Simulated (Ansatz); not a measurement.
## FeAs (Westerveldite): spin spirals and exchange

Does a spiral lie below the collinear start of FeAs (Westerveldite), and how stiff are the moments?

Program: Ansatz 0.2.0. Level of theory: PBEsol, PAW set soft_1 (files made for PBE). Results are calculated unless marked as measured.

Report form: the programs' logs are mostly left out.

The database entry behind the starting cell differs from later determinations by our own check (old inner coordinates), so it need not match the best structure at ambient conditions.

## Step 1: Set-up

Symmetry: Pnma, No. 62, orthorhombic system. Conventional cell: a = 5.439 Å, b = 3.373 Å, c = 6.028 Å, α = 90.00°, β = 90.00°, γ = 90.00°. Nearest to Fe lie 6 As at 2.34 to 2.57 Å. Nearest to As lie 6 Fe at 2.34 to 2.57 Å. Farther neighbours are not listed.

The cell of this run holds 8 atoms, 4 of them with a starting moment; values «a cell» refer to the cell of the run in question.

## Step 2: Collinear start 1: ferro ++++

The order that a run ends on hangs on its start, so several orders are typed and the lowest is carried on.

File input.yaml:

```yaml
crystal:
  lattice:
    - [5.439, 0.0, 0.0]
    - [0.0, 3.373, 0.0]
    - [0.0, 0.0, 6.028]
  atoms:
    - { symbol: Fe, position: [0.99, 0.75, 0.19], spin: 2.8 }
    - { symbol: Fe, position: [0.01, 0.25, 0.81], spin: 2.8 }
    - { symbol: Fe, position: [0.51, 0.25, 0.69], spin: 2.8 }
    - { symbol: Fe, position: [0.49, 0.75, 0.31], spin: 2.8 }
    - { symbol: As, position: [0.8, 0.75, 0.58] }
    - { symbol: As, position: [0.2, 0.25, 0.42] }
    - { symbol: As, position: [0.7, 0.25, 0.08] }
    - { symbol: As, position: [0.3, 0.75, 0.92] }
magnetization:
  spin_polarized: true
kpoints:
  mp_grid: { grid: [6, 8, 6] }
hamiltonian:
  xc: pbesol
  pseudopotentials: { kind: paw, azcp: { folder: soft_1 }, xc_functional: pbe }
scf:
  occupations: { method: fermi_dirac, width: 0.05 }
  max_iter: 120
  convergence: { dr2_threshold: 1.0e-08 }
  lower_state_search: "off"
output:
  write_density: true
  write_potential: true
  elf: true
  volumetric_format: npy
```

On the command line:

```sh
$ ansatz run input.yaml --threads 2 --pin off --max-ram 5632MiB --backend cpu --events-out ev --progress --plain --runs-dir out
```

The job ended after 4 min (2 threads of Arm Neoverse N1, shared host; peak memory 1.1 GiB; 7.8 min of CPU time).

It ends ferromagnetic, with 0.703 μB on the largest site.

## Step 3: Collinear start 2: antiferro ++--

input.yaml, the sections that differ from step 2:

```yaml
crystal:
  lattice:
    - [5.439, 0.0, 0.0]
    - [0.0, 3.373, 0.0]
    - [0.0, 0.0, 6.028]
  atoms:
    - { symbol: Fe, position: [0.99, 0.75, 0.19], spin: 2.8 }
    - { symbol: Fe, position: [0.01, 0.25, 0.81], spin: 2.8 }
    - { symbol: Fe, position: [0.51, 0.25, 0.69], spin: -2.8 }
    - { symbol: Fe, position: [0.49, 0.75, 0.31], spin: -2.8 }
    - { symbol: As, position: [0.8, 0.75, 0.58] }
    - { symbol: As, position: [0.2, 0.25, 0.42] }
    - { symbol: As, position: [0.7, 0.25, 0.08] }
    - { symbol: As, position: [0.3, 0.75, 0.92] }
# magnetization, kpoints, hamiltonian, scf: as in step 2
# output: removed
```

Run time: 3.9 min. Hardware: 2 threads; peak memory 1.3 GiB.

It ends antiferromagnetic, with 0.996 μB on the largest site.

## Step 4: Collinear start 3: antiferro +-+-

Edit input.yaml of step 3 so:

```diff
@@ -7,4 +7,4 @@
     - { symbol: Fe, position: [0.99, 0.75, 0.19], spin: 2.8 }
-    - { symbol: Fe, position: [0.01, 0.25, 0.81], spin: 2.8 }
-    - { symbol: Fe, position: [0.51, 0.25, 0.69], spin: -2.8 }
+    - { symbol: Fe, position: [0.01, 0.25, 0.81], spin: -2.8 }
+    - { symbol: Fe, position: [0.51, 0.25, 0.69], spin: 2.8 }
     - { symbol: Fe, position: [0.49, 0.75, 0.31], spin: -2.8 }
```

It took 6.4 min on 2 threads; peak memory 1.1 GiB.

It ends antiferromagnetic, with 1.22 μB on the largest site.

## Step 5: Which start is lowest

```csv
typed order,atoms,final state,energy (meV/atom),largest moment (μB)
ferro ++++,8,ferromagnetic,12.99,0.70
antiferro ++--,8,antiferromagnetic,4.30,1.00
antiferro +-+-,8,antiferromagnetic,0.00,1.22
```

The session goes on from the lowest state with moments found, typed antiferro +-+-.

Spin moment in the atom's sphere by atom:

```csv
atom,spin moment in the atom's sphere (μB)
Fe1,1.22
Fe2,-1.22
Fe3,1.22
Fe4,-1.22
As5,0.00
As6,0.00
As7,0.00
As8,0.00
```

Tables count atoms from 1; parts of the log count from 0.

## Step 6: Denser mesh

Levels at the Fermi energy are partly filled, so moments and energy differences can hang on the k-mesh, and the state is solved again on a denser one.

input.yaml, the sections that differ from step 4:

```yaml
crystal:
  lattice:
    - [5.439, 0.0, 0.0]
    - [0.0, 3.373, 0.0]
    - [0.0, 0.0, 6.028]
  atoms:
    - { symbol: Fe, position: [0.99, 0.75, 0.19], spin: 1.22 }
    - { symbol: Fe, position: [0.01, 0.25, 0.81], spin: -1.22 }
    - { symbol: Fe, position: [0.51, 0.25, 0.69], spin: 1.22 }
    - { symbol: Fe, position: [0.49, 0.75, 0.31], spin: -1.22 }
    - { symbol: As, position: [0.8, 0.75, 0.58] }
    - { symbol: As, position: [0.2, 0.25, 0.42] }
    - { symbol: As, position: [0.7, 0.25, 0.08] }
    - { symbol: As, position: [0.3, 0.75, 0.92] }
kpoints:
  mp_grid: { grid: [7, 11, 7] }
basis:
  ecutwfc: 420.0
checkpoint:
  read: start
  write: ck
  compress: false
  write_wavefunctions: false
  write_every: 100000
# magnetization, hamiltonian, scf: as in step 4
```

On the command line:

```sh
$ ansatz run input.yaml --threads 4 --pin off --max-ram 11264MiB --backend cpu --events-out ev --progress --plain --runs-dir out
```

Run time: 84 s. Hardware: 4 threads; peak memory 1.3 GiB.

Spin moment in the atom's sphere by atom:

```csv
atom,spin moment in the atom's sphere (μB)
Fe1,1.22
Fe2,-1.22
Fe3,1.22
Fe4,-1.22
As5,0.00
As6,0.00
As7,0.00
As8,0.00
```

The run ends antiferromagnetic, with a net moment of 0 μB a cell.

Each spiral starts from these moments, tilted 90° from the rotation axis z (a flat spiral); sizes are free, while the program holds flat spirals in their plane. Spin–orbit coupling is switched off, so the energy does not depend on how the axis lies in the crystal. The folder named start holds the saved collinear state, from which each run begins.

The runs on spinors take the mesh 8×12×8.

## Step 7: q = (0, 0, 0)

The reference is the same input at q = 0, so that basis and exchange-correlation form match those at other q. Every q is chosen so that q/2 is a mesh vector: every spiral then samples the k-points of q = 0, and much mesh noise cancels.

input.yaml, the sections that differ from step 6:

```yaml
crystal:
  lattice:
    - [5.439, 0.0, 0.0]
    - [0.0, 3.373, 0.0]
    - [0.0, 0.0, 6.028]
  atoms:
    - { symbol: Fe, position: [0.99, 0.75, 0.19], spin: 1.22, spin_axis: [1.0, 0.0, 0.0] }
    - { symbol: Fe, position: [0.01, 0.25, 0.81], spin: 1.22, spin_axis: [-1.0, 0.0, 0.0] }
    - { symbol: Fe, position: [0.51, 0.25, 0.69], spin: 1.22, spin_axis: [1.0, 0.0, 0.0] }
    - { symbol: Fe, position: [0.49, 0.75, 0.31], spin: 1.22, spin_axis: [-1.0, 0.0, 0.0] }
    - { symbol: As, position: [0.8, 0.75, 0.58] }
    - { symbol: As, position: [0.2, 0.25, 0.42] }
    - { symbol: As, position: [0.7, 0.25, 0.08] }
    - { symbol: As, position: [0.3, 0.75, 0.92] }
kpoints:
  mp_grid: { grid: [8, 12, 8] }
magnetization:
  noncollinear: true
  spin_spiral: { q: [0.0, 0.0, 0.0] }
checkpoint:
  read: start
# hamiltonian, scf, basis: as in step 6
```

On the command line:

```sh
$ ansatz run input.yaml --threads 2 --pin off --max-ram 5632MiB --backend cpu --events-out ev --progress --plain --runs-dir out
```

It took 17 min on 2 threads; peak memory 4.1 GiB.

The largest moment is 1.22 μB, against 1.22 μB in the collinear run.

## Step 8: q = (-0.5, -0.5, 0)

Only q changes. The cell stays that of the crystal, since the generalised Bloch theorem carries the rotation from cell to cell.

Edit input.yaml of step 7 so:

```diff
@@ -28,3 +28,3 @@
   noncollinear: true
-  spin_spiral: { q: [0.0, 0.0, 0.0] }
+  spin_spiral: { q: [-0.5, -0.5, 0.0] }
 checkpoint:
```

Elapsed: 36 min, on 2 threads; peak memory 5.4 GiB.

The run was cut off at the time left to it in the session, and no result is taken from it.

## Step 9: q = (-0.5, -0.333, 0)

Edit input.yaml of step 8 so:

```diff
@@ -28,3 +28,3 @@
   noncollinear: true
-  spin_spiral: { q: [-0.5, -0.5, 0.0] }
+  spin_spiral: { q: [-0.5, -0.33333333, 0.0] }
 checkpoint:
```

Run time: 36 min. Hardware: 2 threads; peak memory 5.3 GiB.

The run was cut off at the time left to it in the session, and no result is taken from it.

## Step 10: q = (-0.5, -0.167, 0)

Edit input.yaml of step 9 so:

```diff
@@ -28,3 +28,3 @@
   noncollinear: true
-  spin_spiral: { q: [-0.5, -0.33333333, 0.0] }
+  spin_spiral: { q: [-0.5, -0.16666667, 0.0] }
 checkpoint:
```

Elapsed: 36 min, on 2 threads; peak memory 5.2 GiB.

The run was cut off at the time left to it in the session, and no result is taken from it.

[Logs and program files are shortened in this print: banners, set-up blocks, solver, clock and traceback lines can be left out without a mark of their own.]

[Logs are printed without paths, hosts, clocks, repeated set-up lines and the standing remarks that a program may print on its own settings, such as how far it seeks lower states.]

[Hosts, paths, dates, database ids (printed as entryN), source tags and the programs' standing remarks are cut or masked in the printed files.]
